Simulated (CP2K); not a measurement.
Two runs for the S L₂,₃ edge of 3-methylthiothiophene. Run A: CP2K XAS_TDP, all-electron GAPW, PBEh(45%), aug-cc-pVDZ, TDA, ZORA, spin–orbit coupling. Run B differs in one setting.

First lines with a strength over 0.0003. A:

```tsv
atom	energy (eV)	states	strength, one atom
S2 (bonded to 2 C)	163.82	1	0.0017
	164.06	1	0.0016
	164.72	2	0.0013
	164.86	1	0.0031
	164.90	1	0.0007
S6 (bonded to 2 C)	164.41	4	0.0003
	164.57	1	0.0021
	164.89	1	0.0020
	165.48	2	0.0003
	165.65	2	0.0016
```

B:

```tsv
atom	energy (eV)	states	strength, one atom
S2 (bonded to 2 C)	154.77	1	0.0007
	154.80	1	0.0004
	155.01	5	0.0005
	155.51	1	0.0017
	155.71	2	0.0012
S6 (bonded to 2 C)	155.85	5	0.0010
	155.92	3	0.0004
	155.97	4	0.0003
	156.05	1	0.0007
	156.33	4	0.0004
```

Question: Which was it: GW2X switched on, the basis, the functional?

The functional (functional from PBEh(45%) to PBE; the lines alone don't name the new value). A functional moves all lines by electronvolts and changes their spacings and strengths. The lowest line over the strength cut lies at 154.77 eV, against 163.82 eV (PBEh(45%), aug-cc-pVDZ).

[Banner, clock and machine lines of the logs are left out without a mark of their own.]

[Logs are printed without paths, hosts, clocks, repeated set-up lines and the standing remarks that a program may print on its own settings, such as how far it seeks lower states.]

[Hosts, paths, dates, database ids (printed as entryN), source tags and the programs' standing remarks are cut or masked in the printed files.]
